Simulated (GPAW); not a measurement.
# Geometry or basis: what sets the conductance of a Li chain with CO on top of one atom, part 2 of 2

How well does a Li chain with CO on top of one atom conduct once its atoms have relaxed, and how much do cheaper levels lose?

GPAW 26.7.0; GPAW LCAO, PAW setups; relaxation of the junction within the symmetry of its start, lead ends held (the session's first sound run).

So far, transmission at the Fermi level (one spin): step 3 (double-zeta polarised basis) 0.924; step 4 (basis szp(dzp)) 0.990; step 5 (basis sz(dzp)) 0.557. Also open channels of the lead at the Fermi level (one spin): step 3 1; step 4 1.

**6. LDA in the dzp basis: xc = "LDA"**

Level of this step: GPAW LCAO, PAW setups; Landauer transmission from Green's functions with principal layers (ASE), zero bias (GPAW).

Back in the dzp basis, the functional changes from PBE to LDA, to set the spread between functionals beside that between bases.

run.py

```python
import json
import numpy as np
from ase import Atoms
from ase.transport.calculators import TransportCalculator
from gpaw import GPAW, FermiDirac
from gpaw.lcao.tools import get_lcao_hamiltonian
from scipy.linalg import eigh

# The junction with lead layers at both ends, along the third cell vector
device = Atoms(
    ['Li', 'Li', 'Li', 'Li', 'Li', 'Li', 'Li', 'C', 'O', 'Li', 'Li', 'Li', 'Li', 'Li', 'Li'],
    positions=[
        [4.50000, 4.50000, 1.47500],
        [4.50000, 4.50000, 4.42500],
        [4.50000, 4.50000, 7.37500],
        [4.50000, 4.50000, 10.32500],
        [4.50000, 4.50000, 13.27500],
        [5.11854, 4.50000, 16.41438],
        [4.02738, 4.50000, 19.17500],
        [6.01252, 4.50000, 19.17500],
        [7.20497, 4.50000, 19.17500],
        [5.11854, 4.50000, 21.93562],
        [4.50000, 4.50000, 25.07500],
        [4.50000, 4.50000, 28.02500],
        [4.50000, 4.50000, 30.97500],
        [4.50000, 4.50000, 33.92500],
        [4.50000, 4.50000, 36.87500]],
    cell=[[9.0, 0.0, 0.0], [0.0, 9.0, 0.0], [0.0, 0.0, 38.35]],
    pbc=True)

# One principal layer of the lead: the first 3 atoms of the device
lead = Atoms(
    ['Li', 'Li', 'Li'],
    positions=[
        [4.50000, 4.50000, 1.47500],
        [4.50000, 4.50000, 4.42500],
        [4.50000, 4.50000, 7.37500]],
    cell=[[9.0, 0.0, 0.0], [0.0, 9.0, 0.0], [0.0, 0.0, 8.85]],
    pbc=True)

settings = dict(mode='lcao', basis='dzp', xc='LDA', h=0.18,
                occupations=FermiDirac(0.1), maxiter=250,
                mixer=dict(beta=0.1, nmaxold=8, weight=100.0),
                convergence=dict(density=0.0001))
energies = np.arange(-2, 2 + 1e-9, 0.025)
eta = 0.0001
n1, n2 = 1, 1
# k and -k transmit alike, so half of the mesh across the current serves
mesh = [(i, j) for i in range(n1) for j in range(n2) if (i, j) <= (-i % n1, -j % n2)]
weights = np.array([1 if (i, j) == (-i % n1, -j % n2) else 2 for i, j in mesh]) / (n1 * n2)

# [... helper functions left out ...]
fermi_lead = ground_state(lead, (1, 1, 13), 'lead.txt')
fermi_device = ground_state(device, (1, 1, 2), 'device.txt')
# [... loop over the mesh left out, but for ...]
        # Shift the lead onto the potential of the device's first layer
        shift = ((H[:, 0, 0] - H0[:, 0, 0]) / S0[0, 0]).real.mean()
# [...]
kT = 8.617333e-5 * 300
bias = [0.1, 0.2, 0.5, 1.0, 1.5, 2.0]
# [... integrals and printing left out ...]
```

Command:

```
$ OMP_NUM_THREADS=1 OPENBLAS_NUM_THREADS=1 python run.py
```

The program printed:

```text
basis functions: device 91, principal layer 15
Fermi level: lead -2.7569 eV, device -2.5899 eV; lead shifted by -0.0011 eV
largest coupling past the next layer 5.76e-09 eV, largest misfit of the first layer 0.002 eV
  E-E_F (eV)   T (one spin)  channels
    -2.000    1.9297e-17    0.0000
    -1.975    1.9169e-17    0.0000
    -1.950    1.9039e-17    0.0000
[...]
1.975    9.0395e-04    1.0000
     2.000    7.5790e-04    1.0000
conductance at 300 K: 0.9606 G0 a cell; thermopower 0.2514 uV/K
current from the zero-bias T(E) at 0.1 V: 7.4414 uA
current from the zero-bias T(E) at 0.2 V: 14.875 uA
current from the zero-bias T(E) at 0.5 V: 37.026 uA
current from the zero-bias T(E) at 1.0 V: 72.315 uA
current from the zero-bias T(E) at 1.5 V: 100.62 uA
current from the zero-bias T(E) at 2.0 V: 108.99 uA
```

It took 70 s on 1 thread of Intel Xeon Platinum 8375C at 2.90GHz (Ice Lake), shared host; peak memory 1.6 GiB.

Numbers from this step:

```yaml
conductance: 0.9606 G₀
largest_coupling_past_the_next_principal_layer: 5.76e-9 eV
largest_misfit_of_the_first_principal_layer: 0.001854 eV
shift_that_aligns_the_lead: -0.001110 eV
basis_functions_of_the_junction: 91
basis_functions_of_a_principal_layer: 15
transmission_at_the_fermi_level_one_spin: 0.9611
```

The conductance, 0.961 G₀, lies 4.0 % above that of the dzp run.

**7. Without the relaxation: geometry = "as built"**

The dzp basis with PBE on the structure as first built shows what the relaxation was worth.

run.py: that of step 6 with these lines changed.

```diff
@@ -17,7 +17,7 @@
         [4.50000, 4.50000, 13.27500],
-        [5.11854, 4.50000, 16.41438],
-        [4.02738, 4.50000, 19.17500],
-        [6.01252, 4.50000, 19.17500],
-        [7.20497, 4.50000, 19.17500],
-        [5.11854, 4.50000, 21.93562],
+        [4.50000, 4.50000, 16.22500],
+        [4.50000, 4.50000, 19.17500],
+        [6.37370, 4.50000, 19.17500],
+        [7.53370, 4.50000, 19.17500],
+        [4.50000, 4.50000, 22.12500],
         [4.50000, 4.50000, 25.07500],
@@ -40,3 +40,3 @@
 
-settings = dict(mode='lcao', basis='dzp', xc='LDA', h=0.18,
+settings = dict(mode='lcao', basis='dzp', xc='PBE', h=0.18,
                 occupations=FermiDirac(0.1), maxiter=250,
```

The program printed:

```text
basis functions: device 91, principal layer 15
Fermi level: lead -2.7382 eV, device -2.6426 eV; lead shifted by -0.0005 eV
largest coupling past the next layer 1.28e-08 eV, largest misfit of the first layer 0.010 eV
  E-E_F (eV)   T (one spin)  channels
    -2.000    1.0996e-16    0.0000
    -1.975    1.0876e-16    0.0000
    -1.950    1.0756e-16    0.0000
[...]
1.975    9.3296e-02    1.0000
     2.000    9.3280e-02    1.0000
conductance at 300 K: 0.35003 G0 a cell; thermopower 2.001 uV/K
current from the zero-bias T(E) at 0.1 V: 2.7084 uA
current from the zero-bias T(E) at 0.2 V: 5.3951 uA
current from the zero-bias T(E) at 0.5 V: 13.129 uA
current from the zero-bias T(E) at 1.0 V: 24.139 uA
current from the zero-bias T(E) at 1.5 V: 31.419 uA
current from the zero-bias T(E) at 2.0 V: 33.954 uA
```

The job ended after 91 s (1 thread; peak memory 1.6 GiB).

This step gave:

```yaml
conductance: 0.3500 G₀
thermopower: 2.001 μV/K
largest_coupling_past_the_next_principal_layer: 1.28e-8 eV
largest_misfit_of_the_first_principal_layer: 0.009611 eV
shift_that_aligns_the_lead: -5.33e-4 eV
transmission_at_the_fermi_level_one_spin: 0.3514
```

The conductance, 0.350 G₀, lies 62 % below that of the dzp run.

**8. Cost and result by level**

Times are for 1 thread of Intel Xeon Platinum 8375C at 2.90GHz (Ice Lake), shared host. The runs compared:

```csv
no.,run,conductance (G₀),time,memory (GiB)
1,dzp,0.9238,85 s,1.6
2,szp,0.9900,74 s,1.6
3,sz,0.5547,64 s,1.5
4,dzp LDA,0.9606,70 s,1.6
5,asbuilt,0.3500,91 s,1.6
```

**9. Comparison**

The curves are compared point by point over the common energies.

This step: comparison of transmission and cost over codes, levels and geometry (GPAW 26.7.0).

Ladder, by row:

```csv
step,code,T at the Fermi level (sum over the listed spins),conductance (G0),r.m.s. T(E) from the first,wall time (s),peak memory (GiB),threads
dzp,GPAW,0.9245,0.9238,0,85.43,1.6,1
szp,GPAW,0.9902,0.99,0.09526,74.37,1.59,1
sz,GPAW,0.5574,0.5547,0.3145,63.55,1.48,1
dzp-LDA,GPAW,0.9611,0.9606,0.0321,69.7,1.6,1
asbuilt,GPAW,0.3514,0.35,0.3521,91.27,1.6,1
```

Table of transmission, zone mean, sum over the listed spins by energy, zero at the Fermi level:

```csv
energy (eV),dzp,szp,sz,dzp-LDA,asbuilt
-2.000,0,0,0,0,0
-1.800,0,0,0,0,0
-1.600,0,0,0,0,0
-1.400,0,0,0,0,0
-1.200,0,0,0,0,0
-1.000,0,0,0.208,0,0
-0.800,1.7e-9,1.7e-10,0.470,4.7e-11,1.3e-10
-0.600,0.697,0.823,0.591,0.758,0.211
-0.400,0.857,0.943,0.653,0.907,0.294
-0.300,0.900,0.970,0.665,0.942,0.324
-0.200,0.920,0.983,0.655,0.958,0.345
-0.075,0.926,0.989,0.607,0.962,0.355
0.000,0.924,0.990,0.557,0.961,0.351
0.050,0.922,0.990,0.517,0.959,0.345
0.200,0.906,0.989,0.374,0.947,0.314
0.400,0.868,0.975,0.181,0.912,0.262
0.600,0.769,0.915,0.0518,0.811,0.204
0.800,0.508,0.711,0.00481,0.529,0.142
1.000,0.168,0.349,2.3e-4,0.165,0.0919
1.200,0.0225,0.103,7.1e-4,0.0201,0.0656
1.400,2.2e-4,0.0231,3.1e-4,1.1e-4,0.0596
1.600,0.00136,0.00494,0.00914,0.00144,0.0680
1.800,0.00197,0.00142,0.0340,0.00185,0.0839
2.000,9.3e-4,7.7e-4,0.0691,7.6e-4,0.0933
```

**10. Other settings**

One more run, with changed settings.

This step: GPAW LCAO, PAW setups; Landauer transmission from Green's functions with principal layers (ASE), zero bias (GPAW 26.7.0).

run.py: that of step 7 with these lines changed.

```diff
@@ -17,7 +17,7 @@
         [4.50000, 4.50000, 13.27500],
-        [4.50000, 4.50000, 16.22500],
-        [4.50000, 4.50000, 19.17500],
-        [6.37370, 4.50000, 19.17500],
-        [7.53370, 4.50000, 19.17500],
-        [4.50000, 4.50000, 22.12500],
+        [5.11854, 4.50000, 16.41438],
+        [4.02738, 4.50000, 19.17500],
+        [6.01252, 4.50000, 19.17500],
+        [7.20497, 4.50000, 19.17500],
+        [5.11854, 4.50000, 21.93562],
         [4.50000, 4.50000, 25.07500],
@@ -41,3 +41,3 @@
 settings = dict(mode='lcao', basis='dzp', xc='PBE', h=0.18,
-                occupations=FermiDirac(0.1), maxiter=250,
+                occupations=FermiDirac(0.1), maxiter=60,
                 mixer=dict(beta=0.1, nmaxold=8, weight=100.0),
@@ -52,3 +52,3 @@
 # [... helper functions left out ...]
-fermi_lead = ground_state(lead, (1, 1, 13), 'lead.txt')
+fermi_lead = ground_state(lead, (1, 1, 1), 'lead.txt')
 fermi_device = ground_state(device, (1, 1, 2), 'device.txt')
```

The program printed:

```text
basis functions: device 91, principal layer 15
Fermi level: lead -2.2147 eV, device -2.5609 eV; lead shifted by 0.4749 eV
largest coupling past the next layer 1.24e-08 eV, largest misfit of the first layer 0.024 eV
  E-E_F (eV)   T (one spin)  channels
    -2.000    2.0350e-17    0.0000
    -1.975    2.0220e-17    0.0000
    -1.950    2.0089e-17    0.0000
    -1.925    1.9956e-17    0.0000
    -1.900    1.9822e-17    0.0000
    -1.875    1.9687e-17    0.0000
    -1.850    1.9551e-17    0.0000
    -1.825    1.9413e-17    0.0000
    -1.800    1.9275e-17    0.0000
    -1.775    1.9136e-17    0.0000
    -1.750    1.8997e-17    0.0000
    -1.725    1.8857e-17    0.0000
    -1.700    1.8717e-17    0.0000
    -1.675    1.8576e-17    0.0000
    -1.650    1.8437e-17    0.0000
    -1.625    1.8298e-17    0.0000
[...]
1.825    1.9109e-03    1.0000
     1.850    1.8087e-03    1.0000
     1.875    1.6875e-03    1.0000
     1.900    1.5517e-03    1.0000
     1.925    1.4057e-03    1.0000
     1.950    1.2538e-03    1.0000
     1.975    1.1000e-03    1.0000
     2.000    9.4785e-04    1.0000
conductance at 300 K: 0.92396 G0 a cell; thermopower 0.3619 uV/K
current from the zero-bias T(E) at 0.1 V: 7.157 uA
current from the zero-bias T(E) at 0.2 V: 14.303 uA
current from the zero-bias T(E) at 0.5 V: 35.55 uA
current from the zero-bias T(E) at 1.0 V: 69.077 uA
current from the zero-bias T(E) at 1.5 V: 95.748 uA
current from the zero-bias T(E) at 2.0 V: 104.1 uA
```

Elapsed: 82 s, on 1 thread; peak memory 1.6 GiB.

The run finished. A setting was moved off its sound value on purpose, so it serves as a test and not as the result.

The fault put into the input: one k-point along the lead (lead_nz = 1).

Side by side:

```csv
quantity,this run,sound run,difference
conductance (G₀),0.92396,0.92385,1.2e-4
largest coupling past the next principal layer (eV),1.242e-8,1.280e-8,-3.9e-10
largest misfit of the first principal layer (eV),0.024191,0.0025656,0.0216
shift that aligns the lead (eV),0.47489,-0.0011619,0.476
transmission at the Fermi level (one spin),0.92461,0.92445,1.6e-4
```

One result that differs is the shift that aligns the lead, 0.475 eV against -0.00116 eV.

**11. Summary of results**

```json
{"conductance": "0.924 G₀", "transmission at the Fermi level, mean of the spins": "0.924", "thermopower": "about 0 (under 1.5 μV/K)", "open channels of the lead there": "1"}
```

In words: In the dzp basis the junction conducts 0.924 G₀ at 300 K, with T = 0.924 a spin at the Fermi level; the szp basis reaches that conductance within 10 %. Relaxation moved atoms by up to 0.65 Å and took the conductance from 0.350 to 0.924 G₀, as a ratio a larger change than the step from dzp to the minimal basis. The junction passes nearly all that the lead offers at the Fermi level. At the Fermi level one eigenchannel carries the current (0.92). Measured against the first run (dzp), the nearest curve is that of dzp-LDA (r.m.s. 0.032) and the farthest that of asbuilt (0.35). Over the compared runs wall time goes from 64 s (sz) to 91 s (asbuilt), on a shared host. The leads kept an estimated spacing and the cell its length, so the junction may be under some tension or compression. The geometry comes from the orbital basis, which tends to overbind, and kept the symmetry of the start, so a structure of lower symmetry may lie lower. The run had no spin polarisation, so a magnetic state, which chains and small molecules with open shells often have, wasn't tested. An evenly spaced straight chain is an idealisation: free chains tend to dimerise, zigzag or, where a band edge lies near the Fermi level, turn magnetic. The currents use the zero-bias T(E) throughout, which holds only while the bias is small against the distance to the nearest feature.

[Logs are printed without paths, hosts, clocks, repeated set-up lines and the standing remarks that a program may print on its own settings, such as how far it seeks lower states.]

[Hosts, paths, dates, database ids (printed as entryN), source tags and the programs' standing remarks are cut or masked in the printed files.]
